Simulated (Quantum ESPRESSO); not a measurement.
# SrLi (Pm-3m): from the cell to the phonon bands

How does SrLi (Pm-3m) vibrate, and is this structure a minimum?

Method: DFT LDA, scalar-relativistic, plane waves, PseudoDojo norm-conserving pseudopotentials, in Quantum ESPRESSO 7.5.

The structure was built from a prototype and need not be the compound's stable phase.

## Step 1: The starting structure

Symmetry: Pm-3m, No. 221, cubic system. Conventional cell: a = 4.164 Å, b = 4.164 Å, c = 4.164 Å, α = 90.00°, β = 90.00°, γ = 90.00°. Li has 8 Sr at 3.61 Å nearest. Sr has 8 Li at 3.61 Å nearest. Farther neighbours are not listed.

Coordinates:

```cif
data_structure
_symmetry_space_group_name_H-M 'Pm-3m'
_symmetry_Int_Tables_number 221
_cell_length_a 4.1640
_cell_length_b 4.1640
_cell_length_c 4.1640
_cell_angle_alpha 90.000
_cell_angle_beta 90.000
_cell_angle_gamma 90.000
_cell_volume 72.20
loop_
_atom_site_label
_atom_site_type_symbol
_atom_site_symmetry_multiplicity
_atom_site_Wyckoff_symbol
_atom_site_fract_x
_atom_site_fract_y
_atom_site_fract_z
_atom_site_occupancy
Li1 Li 1 a 0.00000 0.00000 0.00000 1
Sr1 Sr 1 b 0.50000 0.50000 0.50000 1
```

## Step 2: A probe with smearing

A cheap run with smearing and empty bands tells whether the crystal has a gap, which decides between fixed occupations and smearing later on.

probe.in

```
 &control
    calculation='scf',
    prefix='x',
    outdir='./tmp',
    pseudo_dir='./pseudo',
    tprnfor=.true.,
    tstress=.true.,
    verbosity='high',
 /
 &system
    ibrav=1,
    celldm(1)=7.86884999,
    nat=2,
    ntyp=2,
    ecutwfc=66.0,
    occupations='smearing',
    smearing='gaussian',
    degauss=0.01,
 /
 &electrons
    conv_thr=1.0d-07,
    mixing_beta=0.7,
    electron_maxstep=100,
 /
ATOMIC_SPECIES
 Li      6.9400  Li.upf
 Sr     87.6200  Sr.upf
ATOMIC_POSITIONS crystal
 Li     0.000000000   0.000000000   0.000000000
 Sr     0.500000000   0.500000000   0.500000000
K_POINTS automatic
 4 4 4 0 0 0
```

The run is started by

```sh
$ OMP_NUM_THREADS=1 mpirun -n 4 pw.x -nk 4 -in probe.in > probe.out
```

What it wrote:

```text
[banners, grids, parts of the stress and lines that vanish by symmetry left out]
Program PWSCF v.7.5
     bravais-lattice index     =            1
     lattice parameter (alat)  =       7.8688  a.u.
[...]
kinetic-energy cutoff     =      66.0000  Ry
     charge density cutoff     =     264.0000  Ry
     scf convergence threshold =      1.0E-07
[...]
Exchange-correlation= SLA  PW   NOGX NOGC
                           (   1   4   0   0   0   0   0)
[...]
48 Sym. Ops., with inversion, found
[...]
(     0          1          0      )
                  (     0          0          1      )
[...]
(  0.0000000  1.0000000  0.0000000 )
                  (  0.0000000  0.0000000  1.0000000 )
[...]
(     0         -1          0      )
                  (     0          0          1      )
[...]
(  0.0000000 -1.0000000  0.0000000 )
[...]
(     0          0          1      )
                  (     1          0          0      )
[...]
( -1.0000000  0.0000000  0.0000000 )
                  (  0.0000000  1.0000000  0.0000000 )
[...]
number of k points=    10  Gaussian smearing, width (Ry)=  0.0100
[...]
End of self-consistent calculation
[...]
the Fermi energy is     4.0718 ev
!    total energy              =     -82.77444624 Ry
[...]
convergence has been achieved in   5 iterations
[...]
atom    1 type  1   force =     0.00000000    0.00000000    0.00000000
     atom    2 type  2   force =     0.00000000    0.00000000    0.00000000
[...]
Total force =     0.000000     Total SCF correction =     0.000000
[...]
total   stress  (Ry/bohr**3)                   (kbar)     P=      -10.34
[...]
XML data file, charge density, pseudopotentials, collected wavefunctions

   JOB DONE.
```

Wall time 2.2 s (4 MPI ranks of Arm Neoverse V2, shared host); 8.7 s of CPU time.

This step gave:

* volume per atom: 36.10 Å³
* pressure: -1.034 GPa
* gap on the k-mesh: 0 eV

No gap opens on this mesh, so smearing is kept; the start stands at -1.0 GPa.

## Step 3: Relaxing the cell and atoms

Frequencies change by per cents with a per cent of volume, so the structure is first brought to rest at this level of theory.

relax.in

```
 &control
    calculation='vc-relax',
    prefix='x',
    outdir='./tmp',
    pseudo_dir='./pseudo',
    tprnfor=.true.,
    tstress=.true.,
    forc_conv_thr=2.0d-05,
    etot_conv_thr=1.0d-07,
    nstep=40,
 /
 &system
    ibrav=1,
    celldm(1)=7.86884999,
    nat=2,
    ntyp=2,
    ecutwfc=66.0,
    occupations='smearing',
    smearing='mp',
    degauss=0.02,
 /
 &electrons
    conv_thr=1.0d-11,
    mixing_beta=0.7,
    electron_maxstep=100,
 /
 &ions
 /
 &cell
    press_conv_thr=0.2,
 /
ATOMIC_SPECIES
 Li      6.9400  Li.upf
 Sr     87.6200  Sr.upf
ATOMIC_POSITIONS crystal
 Li     0.000000000   0.000000000   0.000000000
 Sr     0.500000000   0.500000000   0.500000000
K_POINTS automatic
 8 8 8 0 0 0
```

The run is started by

```sh
$ OMP_NUM_THREADS=1 mpirun -n 4 pw.x -nk 4 -in relax.in > relax.out
```

What it wrote:

```text
[banners, grids, parts of the stress and lines that vanish by symmetry left out]
[banner, memory and clock lines left out]
Program PWSCF v.7.5

[...]
kinetic-energy cutoff     =      66.0000  Ry
     charge density cutoff     =     264.0000  Ry
     scf convergence threshold =      1.0E-11
[...]
energy convergence thresh.=      1.0E-07
     force convergence thresh. =      2.0E-05
     press convergence thresh. =      2.0E-01
     Exchange-correlation= SLA  PW   NOGX NOGC
                           (   1   4   0   0   0   0   0)
[...]
48 Sym. Ops., with inversion, found
[...]
number of k points=    35  Methfessel-Paxton smearing, width (Ry)=  0.0200
[...]
End of self-consistent calculation
[...]
the Fermi energy is     3.9444 ev
!    total energy              =     -82.76616834 Ry
[...]
convergence has been achieved in   7 iterations
[...]
atom    1 type  1   force =     0.00000000    0.00000000    0.00000000
     atom    2 type  2   force =     0.00000000    0.00000000    0.00000000
     Total force =     0.000000     Total SCF correction =     0.000000
[...]
total   stress  (Ry/bohr**3)                   (kbar)     P=       -6.17
[...]
number of bfgs steps    =   0
[...]
CELL_PARAMETERS (alat=  7.86884999)
[...]
ATOMIC_POSITIONS (crystal)
Li               0.0000000000        0.0000000000        0.0000000000
Sr               0.5000000000        0.5000000000        0.5000000000
[...]
New effective cutoffs (rho, wfc):  264.51   66.14
[...]
End of self-consistent calculation
[...]
the Fermi energy is     3.9631 ev
!    total energy              =     -82.76623037 Ry
[...]
convergence has been achieved in   4 iterations
[...]
atom    1 type  1   force =     0.00000000    0.00000000    0.00000000
     atom    2 type  2   force =     0.00000000    0.00000000    0.00000000
     Total force =     0.000000     Total SCF correction =     0.000000
[...]
total   stress  (Ry/bohr**3)                   (kbar)     P=       -5.74
[...]
number of bfgs steps    =   1
[...]
WARNING: bfgs curvature condition failed, Theta= 0.863
[...]
CELL_PARAMETERS (alat=  7.86884999)
[...]
ATOMIC_POSITIONS (crystal)
Li               0.0000000000        0.0000000000        0.0000000000
Sr               0.5000000000        0.5000000000        0.5000000000
[...]
New effective cutoffs (rho, wfc):  265.35   66.35
[...]
End of self-consistent calculation
[...]
the Fermi energy is     3.9912 ev
!    total energy              =     -82.76631459 Ry
[...]
convergence has been achieved in   5 iterations
[...]
atom    1 type  1   force =     0.00000000    0.00000000    0.00000000
     atom    2 type  2   force =     0.00000000    0.00000000    0.00000000
     Total force =     0.000000     Total SCF correction =     0.000000
[...]
total   stress  (Ry/bohr**3)                   (kbar)     P=       -5.07
[...]
number of bfgs steps    =   2
[...]
CELL_PARAMETERS (alat=  7.86884999)
[...]
ATOMIC_POSITIONS (crystal)
[...]
New effective cutoffs (rho, wfc):  266.61   66.66
[...]
End of self-consistent calculation
[...]
the Fermi energy is     4.0338 ev
[...]
number of bfgs steps    =   3
[...]
CELL_PARAMETERS (alat=  7.86884999)
[...]
ATOMIC_POSITIONS (crystal)
[...]
New effective cutoffs (rho, wfc):  268.52   67.14
[...]
End of self-consistent calculation
[...]
the Fermi energy is     4.0984 ev
!    total energy              =     -82.76653493 Ry
[...]
convergence has been achieved in   6 iterations
[...]
atom    1 type  1   force =     0.00000000    0.00000000    0.00000000
     atom    2 type  2   force =     0.00000000    0.00000000    0.00000000
     Total force =     0.000000     Total SCF correction =     0.000000
[...]
total   stress  (Ry/bohr**3)                   (kbar)     P=       -2.50
[...]
number of bfgs steps    =   4
[...]
CELL_PARAMETERS (alat=  7.86884999)
[...]
ATOMIC_POSITIONS (crystal)
[...]
New effective cutoffs (rho, wfc):  271.42   67.86
[...]
End of self-consistent calculation
[...]
the Fermi energy is     4.1971 ev
!    total energy              =     -82.76660192 Ry
[...]
convergence has been achieved in   6 iterations
[...]
atom    1 type  1   force =     0.00000000    0.00000000    0.00000000
     atom    2 type  2   force =     0.00000000    0.00000000    0.00000000
     Total force =     0.000000     Total SCF correction =     0.000000
[...]
total   stress  (Ry/bohr**3)                   (kbar)     P=       -0.07
[...]
number of bfgs steps    =   5
[...]
CELL_PARAMETERS (alat=  7.86884999)
[...]
ATOMIC_POSITIONS (crystal)
[...]
New effective cutoffs (rho, wfc):  271.50   67.89
[...]
End of self-consistent calculation
[...]
the Fermi energy is     4.2000 ev
!    total energy              =     -82.76660197 Ry
[...]
convergence has been achieved in   4 iterations
[...]
atom    1 type  1   force =     0.00000000    0.00000000    0.00000000
     atom    2 type  2   force =     0.00000000    0.00000000    0.00000000
     Total force =     0.000000     Total SCF correction =     0.000000
[...]
total   stress  (Ry/bohr**3)                   (kbar)     P=        0.00
[...]
bfgs converged in   7 scf cycles and   6 bfgs steps
[...]
End of BFGS Geometry Optimization
     Final enthalpy           =     -82.7666019707 Ry
     File ./tmp/x.bfgs deleted, as requested
[...]
CELL_PARAMETERS (alat=  7.86884999)
[...]
ATOMIC_POSITIONS (crystal)
Li               0.0000000000        0.0000000000        0.0000000000
Sr               0.5000000000        0.5000000000        0.5000000000
[...]
Final scf calculation at the relaxed structure.
[...]
kinetic-energy cutoff     =      66.0000  Ry
     charge density cutoff     =     264.0000  Ry
     scf convergence threshold =      1.0E-13
[...]
press convergence thresh. =      2.0E-01
     Exchange-correlation= SLA  PW   NOGX NOGC
                           (   1   4   0   0   0   0   0)
[...]
48 Sym. Ops., with inversion, found
[...]
number of k points=    35  Methfessel-Paxton smearing, width (Ry)=  0.0200
[...]
c_bands:  2 eigenvalues not converged
     c_bands:  1 eigenvalues not converged
     c_bands:  1 eigenvalues not converged
     c_bands:  1 eigenvalues not converged
     c_bands:  1 eigenvalues not converged
[...]
End of self-consistent calculation
[...]
the Fermi energy is     4.2000 ev
!    total energy              =     -82.76649595 Ry
[...]
convergence has been achieved in   8 iterations
[...]
atom    1 type  1   force =     0.00000000    0.00000000    0.00000000
     atom    2 type  2   force =     0.00000000    0.00000000    0.00000000
     Total force =     0.000000     Total SCF correction =     0.000000
[...]
total   stress  (Ry/bohr**3)                   (kbar)     P=       -0.43
[...]
XML data file, charge density, pseudopotentials, collected wavefunctions
```

It took 33 s on 4 MPI ranks; 2.2 min of CPU time.

Step by step:

| step | energy less that of the first step (eV) | largest force (eV/Å) | pressure (GPa) | volume (Å³) |
| --- | --- | --- | --- | --- |
| 1 | 0.0000 | 0.0000 | -0.62 | 72.20 |
| 2 | -0.0008 | 0.0000 | -0.57 | 71.97 |
| 3 | -0.0020 | 0.0000 | -0.51 | 71.63 |
| 4 | -0.0034 | 0.0000 | -0.41 | 71.13 |
| 5 | -0.0050 | 0.0000 | -0.25 | 70.37 |
| 6 | -0.0059 | 0.0000 | -0.01 | 69.24 |
| 7 | -0.0059 | 0.0000 | 0.00 | 69.21 |
| 8 | -0.0045 | 0.0000 | -0.04 | 69.21 |

| conventional cell, symmetrised | before | after | change |
| --- | --- | --- | --- |
| a (Å) | 4.164 | 4.106 | -1.4 % |
| b (Å) | 4.164 | 4.106 | -1.4 % |
| c (Å) | 4.164 | 4.106 | -1.4 % |
| volume (Å³/atom) | 36.10 | 34.61 | -4.1 % |

The relaxed structure:

```
CELL_PARAMETERS angstrom
4.10575 0.00000 0.00000
0.00000 4.10575 0.00000
0.00000 0.00000 4.10575
ATOMIC_POSITIONS crystal
Li 0.00000 0.00000 0.00000
Sr 0.50000 0.50000 0.50000
```

The last row of the table of steps is pw.x's closing run on a basis chosen anew for the final cell, so its energy can jump.

Numbers from this step:

```
volume per atom : 34.61 Å³
pressure        : -0.04300 GPa
```

The volume changes by -4.1 % from the cell with which this run began.

## Step 4: Self-consistent run for the response

The response is built on this ground state, so it is converged far tighter than an energy would need. Smearing stays on, as the first look found no gap above 0.3 eV.

scf.in

```
 &control
    calculation='scf',
    prefix='x',
    outdir='./tmp',
    pseudo_dir='./pseudo',
    tprnfor=.true.,
    tstress=.true.,
 /
 &system
    ibrav=1,
    celldm(1)=7.75873966,
    nat=2,
    ntyp=2,
    ecutwfc=66.0,
    occupations='smearing',
    smearing='mp',
    degauss=0.02,
 /
 &electrons
    conv_thr=1.0d-12,
    mixing_beta=0.7,
    electron_maxstep=100,
 /
ATOMIC_SPECIES
 Li      6.9400  Li.upf
 Sr     87.6200  Sr.upf
ATOMIC_POSITIONS crystal
 Li     0.000000000   0.000000000   0.000000000
 Sr     0.500000000   0.500000000   0.500000000
K_POINTS automatic
 8 8 8 0 0 0
```

The run is started by

```sh
$ OMP_NUM_THREADS=1 mpirun -n 4 pw.x -nk 4 -in scf.in > scf.out
```

What it wrote:

```text
[banners, grids, parts of the stress and lines that vanish by symmetry left out]
[banner, memory and clock lines left out]
Program PWSCF v.7.5

[...]
kinetic-energy cutoff     =      66.0000  Ry
     charge density cutoff     =     264.0000  Ry
     scf convergence threshold =      1.0E-12
[...]
Exchange-correlation= SLA  PW   NOGX NOGC
                           (   1   4   0   0   0   0   0)
[...]
48 Sym. Ops., with inversion, found
[...]
number of k points=    35  Methfessel-Paxton smearing, width (Ry)=  0.0200
[...]
End of self-consistent calculation
[...]
the Fermi energy is     4.2000 ev
!    total energy              =     -82.76649595 Ry
[...]
convergence has been achieved in   8 iterations
[...]
atom    1 type  1   force =     0.00000000    0.00000000    0.00000000
     atom    2 type  2   force =     0.00000000    0.00000000    0.00000000
     Total force =     0.000000     Total SCF correction =     0.000000
[...]
total   stress  (Ry/bohr**3)                   (kbar)     P=       -0.43
[...]
XML data file, charge density, pseudopotentials, collected wavefunctions
```

Wall time 6.4 s (4 MPI ranks).

The cell stands at -0.043 GPa, close enough for phonons.

[end of part 1 of 3]

[Host names and launcher messages were left out of these logs when they were recorded.]

[Logs are printed without paths, hosts, clocks, repeated set-up lines and the standing remarks that a program may print on its own settings, such as how far it seeks lower states.]

[Hosts, paths, dates, database ids (printed as entryN), source tags and the programs' standing remarks are cut or masked in the printed files.]
